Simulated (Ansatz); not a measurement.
# Screened interactions in MoF6 (Im-3m), part 2 of 2

How strongly is the local Coulomb interaction screened in MoF6 (Im-3m)?

Ansatz 0.2.0; non-magnetic LDA, then constrained RPA, plane waves, PAW.

So far. Step 2 (LDA bands and orbital weights): The gap is indirect, with the least direct gap 0.10 eV higher. Step 3 (Constrained RPA: Mo t2g, bands c1 to c3, 4×4×4 mesh …): On the Mo t2g shell, screening brings the on-site interaction from 12.4 eV down to U = 5.99 eV.

**4. Constrained RPA: Mo t2g + anion p, bands v18 to c3, 4×4×4 mesh, medium accuracy**

Level of this step: constrained RPA on LDA, plane waves, PAW (Ansatz).

input.yaml reads:

```yaml
crystal:
  lattice:
    - [-3.16734322, -3.16734322, 3.16734322]
    - [-3.16734322, 3.16734322, -3.16734322]
    - [3.16734322, -3.16734322, -3.16734322]
  atoms:
    - { symbol: Mo, position: [0.0, 0.0, 0.0] }
    - { symbol: F, position: [0.71067122, 0.71067122, 0.0] }
    - { symbol: F, position: [0.28932878, 0.28932878, 0.0] }
    - { symbol: F, position: [0.0, 0.28932878, 0.28932878] }
    - { symbol: F, position: [0.0, 0.71067122, 0.71067122] }
    - { symbol: F, position: [0.71067122, 0.0, 0.71067122] }
    - { symbol: F, position: [0.28932878, 0.0, 0.28932878] }
kpoints:
  mp_grid: { grid: [6, 6, 6] }
hamiltonian:
  xc: lda
scf:
  occupations: { method: gaussian, width: 0.08 }
  n_extra_bands: 19
  max_iter: 150
  lower_state_search: "off"
output:
  crpa:
    kmesh: [4, 4, 4]
    target_bands: [v18, c3]
    projections:
      - { species: Mo, l: d, shell: 4, orbitals: [dxz, dyz, dxy] }
      - { species: F, l: p, shell: 2 }
  local_orbitals:
    kmesh: [8, 8, 8]
    orbitals:
      - { species: Mo, l: d, shell: 4, orbitals: [dxz, dyz, dxy] }
      - { species: F, l: p, shell: 2 }
    window: { bands: [v18, c3] }
    seedname: lo
```

Launch:

```bash
ansatz run input.yaml --threads 4 --pin off --max-ram 9216MiB --backend cpu --events-out ev --progress --plain --runs-dir out
```

Numbers of over 12 decimals in the logs are rounded to 6 here.

The program printed:

```text
[...]
Crystal: 7 atoms, lattice volume = 127.100 Å³
Basis set: ecut = 420 eV, 2491 PW (Γ)
Bands: 47, of which v1, the nominal top of the filled ones, is band 28 counted from 1 (27 counted from 0)
Symmetry: 48 space group operations
[...]
k-points: 16 of 216
[...]
SCF iter   1: F=—  HF=-9605.685147 eV  |F-HF|=—  |Δ(HF+E_count)|=         —  Δρ=1.43e-2  dr2=1.71e-1  ethr=1.77e-3  ⟨swp⟩=5.8  Hψ=3320  notcnv=0  defer=101
[...]
SCF iter   7: F=-9605.636412 eV  HF=-9605.636412 eV  |F-HF|=4.80e-9  |Δ(HF+E_count)|=   3.51e-7  Δρ=4.82e-6  dr2=1.46e-8  ethr=1.79e-10  ⟨swp⟩=10.1  Hψ=3449  notcnv=0
SCF 1 converged in 7 iterations: F = -9605.636412 eV  dr2 = 1.46e-8
[...]
cRPA screening: q 1/64
cRPA screening: q 2/64
cRPA screening: q 8/64 (q-point 3)
cRPA screening: q 11/64 (q-point 6)
cRPA screening: q 17/64 (q-point 7)
cRPA screening: q 29/64 (q-point 8)
cRPA screening: q 35/64 (q-point 11)
cRPA screening: q 38/64 (q-point 22)
cRPA screening: q 40/64 (q-point 23)
cRPA screening: q 46/64 (q-point 24)
cRPA screening: q 52/64 (q-point 27)
cRPA screening: q 58/64 (q-point 28)
cRPA screening: q 64/64 (q-point 43)
SCF converged after 7 iterations
Free energy (F): -9605.636412 eV
[...]
Internal energy: -9605.636412 eV  (E = F + TS)
E sigma→0 (E₀):  -9605.636412 eV
Fermi energy:    -0.848893 eV
[...]
--- Band table (eV; the first three rows and the last of 16) ---
  k-point 0: bands = [... 24 lower, -3.3598, -2.9890, -2.9890, -2.9890, 1.4247, 1.4247, 1.4247, 5.8570, ... 15 higher]
  k-point 1: bands = [... 24 lower, -3.3659, -3.0223, -3.0083, -3.0073, 1.3961, 1.3981, 1.4272, 5.9302, ... 15 higher]
  k-point 2: bands = [... 24 lower, -3.3779, -3.1014, -3.0550, -3.0488, 1.3383, 1.3399, 1.4324, 5.9616, ... 15 higher]
  k-point 15: bands = [... 24 lower, -3.4441, -3.0268, -3.0268, -3.0268, 1.4242, 1.4242, 1.4242, 5.6961, ... 15 higher]
[...]
χ-basis size per q: N_G = 444..466
[...]
Each shell's averages of U are screened by what lies outside the whole window alone: parameters of one model of all the shells.
    Site 0, 4D, 3 of 5 d orbitals (Wannier functions 1, 2, 3; wannier90's mr 2, 3, 5):
      screened: U = 8.9653 eV, U' = 7.8966 eV, J = 0.5319 eV
      screened, to within: U = 1.4e-2 eV, U' = 1.4e-2 eV, J = 7.4e-4 eV
      bare: V = 15.9440 eV, V' = 14.5823 eV, J = 0.6843 eV
    Site 1, 2P, 3 of 3 p orbitals (Wannier functions 4, 5, 6; wannier90's mr 1, 2, 3):
      screened: U = 12.0235 eV, U' = 10.1296 eV, J = 0.9210 eV
      screened, to within: U = 3.5e-2 eV, U' = 3.4e-2 eV, J = 1.3e-3 eV
      bare: V = 23.2095 eV, V' = 20.8675 eV, J = 1.1427 eV
    Site 2, 2P, 3 of 3 p orbitals (Wannier functions 7, 8, 9; wannier90's mr 1, 2, 3):
      screened: U = 12.0235 eV, U' = 10.1296 eV, J = 0.9210 eV
      screened, to within: U = 3.5e-2 eV, U' = 3.4e-2 eV, J = 1.3e-3 eV
      bare: V = 23.2095 eV, V' = 20.8675 eV, J = 1.1427 eV
    Site 3, 2P, 3 of 3 p orbitals (Wannier functions 10, 11, 12; wannier90's mr 1, 2, 3):
      screened: U = 12.0235 eV, U' = 10.1296 eV, J = 0.9210 eV
      screened, to within: U = 3.5e-2 eV, U' = 3.4e-2 eV, J = 1.3e-3 eV
      bare: V = 23.2095 eV, V' = 20.8675 eV, J = 1.1427 eV
    Site 4, 2P, 3 of 3 p orbitals (Wannier functions 13, 14, 15; wannier90's mr 1, 2, 3):
      screened: U = 12.0235 eV, U' = 10.1296 eV, J = 0.9210 eV
      screened, to within: U = 3.5e-2 eV, U' = 3.4e-2 eV, J = 1.3e-3 eV
      bare: V = 23.2095 eV, V' = 20.8675 eV, J = 1.1427 eV
    Site 5, 2P, 3 of 3 p orbitals (Wannier functions 16, 17, 18; wannier90's mr 1, 2, 3):
      screened: U = 12.0235 eV, U' = 10.1296 eV, J = 0.9210 eV
      screened, to within: U = 3.5e-2 eV, U' = 3.4e-2 eV, J = 1.3e-3 eV
      bare: V = 23.2095 eV, V' = 20.8675 eV, J = 1.1427 eV
    Site 6, 2P, 3 of 3 p orbitals (Wannier functions 19, 20, 21; wannier90's mr 1, 2, 3):
      screened: U = 12.0235 eV, U' = 10.1296 eV, J = 0.9210 eV
      screened, to within: U = 3.5e-2 eV, U' = 3.4e-2 eV, J = 1.3e-3 eV
      bare: V = 23.2095 eV, V' = 20.8675 eV, J = 1.1427 eV
[...]
```

The job ended after 7.1 min (4 threads of Arm Neoverse V2, shared host; peak memory 1.2 GiB).

Numbers from this step:

```
U                                                 : 8.965 eV
U prime (inter-orbital)                           : 7.897 eV
J                                                 : 0.5319 eV
bare V                                            : 15.94 eV
bare J                                            : 0.6843 eV
stated bound on U                                 : 0.01340 eV
U over bare V                                     : 0.5623
electrons in the window                           : 36
head of the constrained inverse dielectric matrix : 0.6027
least eigenvalue of the projection's overlap      : 0.6514
target functions                                  : 21
bands in the sums                                 : 62
r.m.s. miss of the model bands                    : 8.62e-5 eV
width of the target bands                         : 8.580 eV
weight of the projected orbitals in the window    : 0.9740
```

On the Mo t2g shell, screening brings the on-site interaction from 15.9 eV down to U = 8.97 eV.

Kanamori averages over each shell's functions. Crpa shells, by row:

```csv
site,element,shell,orbitals,U (eV),U' (eV),J (eV),bare V (eV),bare V' (eV),bare J (eV),bound on U (eV)
1,Mo,4D,3,8.965,7.897,0.5319,15.94,14.58,0.6843,0.0134
2,F,2P,3,12.02,10.13,0.921,23.21,20.87,1.143,0.03406
3,F,2P,3,12.02,10.13,0.921,23.21,20.87,1.143,0.03406
4,F,2P,3,12.02,10.13,0.921,23.21,20.87,1.143,0.03406
5,F,2P,3,12.02,10.13,0.921,23.21,20.87,1.143,0.03406
6,F,2P,3,12.02,10.13,0.921,23.21,20.87,1.143,0.03406
7,F,2P,3,12.02,10.13,0.921,23.21,20.87,1.143,0.03406
```

Projected local orbitals of the target window. The electronic bands at the labelled points (eV, zero at the Fermi level; v1 is the highest filled band, c1 the lowest empty one):

```csv
point,v4,v3,v2,v1,c1,c2,c3
Γ,-2.51,-2.14,-2.14,-2.14,2.27,2.27,2.27
halfway,-2.55,-2.22,-2.22,-2.16,2.22,2.22,2.27
H,-2.60,-2.18,-2.18,-2.18,2.27,2.27,2.27
halfway,-2.57,-2.23,-2.20,-2.20,2.22,2.22,2.28
N,-2.54,-2.30,-2.24,-2.22,2.16,2.16,2.28
halfway,-2.52,-2.21,-2.18,-2.18,2.22,2.22,2.28
Γ,-2.51,-2.14,-2.14,-2.14,2.27,2.27,2.27
halfway,-2.75,-2.22,-2.22,-2.21,2.20,2.20,2.26
P,-2.79,-2.29,-2.29,-2.29,2.16,2.16,2.16
halfway,-2.75,-2.23,-2.23,-2.23,2.17,2.24,2.24
H,-2.60,-2.18,-2.18,-2.18,2.27,2.27,2.27
jump to P,-2.79,-2.29,-2.29,-2.29,2.16,2.16,2.16
halfway,-2.78,-2.30,-2.26,-2.26,2.15,2.16,2.24
N,-2.54,-2.30,-2.24,-2.22,2.16,2.16,2.28
```

The same for Kohn-Sham, solved directly:

```csv
point,v4,v3,v2,v1,c1,c2,c3
Γ,-2.51,-2.14,-2.14,-2.14,2.27,2.27,2.27
H,-2.60,-2.18,-2.18,-2.18,2.27,2.27,2.27
N,-2.54,-2.30,-2.24,-2.22,2.16,2.16,2.28
Γ,-2.51,-2.14,-2.14,-2.14,2.27,2.27,2.27
P,-2.79,-2.29,-2.29,-2.29,2.16,2.16,2.16
H,-2.60,-2.18,-2.18,-2.18,2.27,2.27,2.27
P,-2.79,-2.29,-2.29,-2.29,2.16,2.16,2.16
N,-2.54,-2.30,-2.24,-2.22,2.16,2.16,2.28
```

Onsite levels, by row:

```csv
orbital,level less Fermi level (eV)
Mo1 dxz,-0.5845
Mo1 dyz,-0.5845
Mo1 dxy,-0.5845
F2 pz,-2.715
F2 px,-4.294
F2 py,-2.715
F3 pz,-2.715
F3 px,-4.294
F3 py,-2.715
F4 pz,-4.294
F4 px,-2.715
F4 py,-2.715
F5 pz,-4.294
F5 px,-2.715
F5 py,-2.715
F6 pz,-2.715
F6 px,-2.715
F6 py,-4.294
F7 pz,-2.715
F7 px,-2.715
F7 py,-4.294
```

Largest distinct elements between sites. Hoppings, by row:

```csv
from,to,cell,distance (Å),t (eV)
F3 pz,Mo1 dxz,0 0 0,1.833,1.826
F2 px,F3 px,1 1 0,3.666,1.202
F4 pz,F5 pz,0 0 0,2.669,0.3433
F7 px,F6 px,-1 0 -1,3.666,-0.3303
F7 py,F5 pz,0 -1 -1,2.592,-0.2478
F2 px,F4 px,1 1 0,2.592,0.1043
F7 pz,F2 pz,-1 -1 0,2.592,-0.0946
F4 py,F6 pz,-1 0 -1,2.592,0.077
F7 pz,F6 pz,0 0 0,2.669,-0.066
F2 py,F5 py,1 0 0,3.687,0.0301
F2 px,F2 px,1 1 0,6.335,0.0256
Mo1 dxy,Mo1 dxz,1 1 1,5.486,-0.0148
```

**5. The windows together**

Times are wall times on 4 threads of Arm Neoverse V2, shared host, good to a factor of about two.

```csv
target,bands,functions,width (eV),bare V (eV),U (eV),U′ (eV),J (eV),U/V,time
Mo t2g,c1–c3,3,0.15,12.45,5.99,5.28,0.29,0.48,36 s
Mo t2g + anion p,v18–c3,21,8.58,15.94,8.97,7.90,0.53,0.56,7.1 min
```

**6. Summary of results**

| Item | Value |
| --- | --- |
| Mo t2g | U 5.99 eV, U′ 5.28 eV, J 0.29 eV, bare V 12.4 eV |
| Mo t2g + anion p | U 8.97 eV, U′ 7.90 eV, J 0.53 eV, bare V 15.9 eV |
| method | constrained RPA on non-magnetic LDA, 4×4×4 mesh, static; search for lower states off |

What this shows: For Mo t2g, screening cuts the on-site interaction from 12.45 eV to 5.99 eV (48 %), while J goes only from 0.40 eV to 0.29 eV: the monopole is screened far more than the multipoles. U − 2J differs from U′ by +0.13 eV, so the Kanamori relation is only rough here. U is 41 times the width of the target bands. With the window Mo t2g + anion p U becomes 8.97 eV and the bare V 15.94 eV, so U/V goes from 0.48 to 0.56. The window Mo t2g is empty, so it holds no transition to leave out and its U is the fully screened RPA value. The parent state is non-magnetic and the interaction static (zero frequency); U depends on the window and the orbitals, so it belongs to this model alone. A window that holds the anion p bands defines a model with explicit ligands; its U belongs to that model and is not the U of DFT+U.

[Paths, hosts, dates, memory and timing lines, banners, echoed tables and standing remarks are left out of the program output.]

[Logs are printed without paths, hosts, clocks, repeated set-up lines and the standing remarks that a program may print on its own settings, such as how far it seeks lower states.]

[Runs of the session that timed out or met a known fault of the program may be left out.]

[Hosts, paths, dates, database ids (printed as entryN), source tags and the programs' standing remarks are cut or masked in the printed files.]
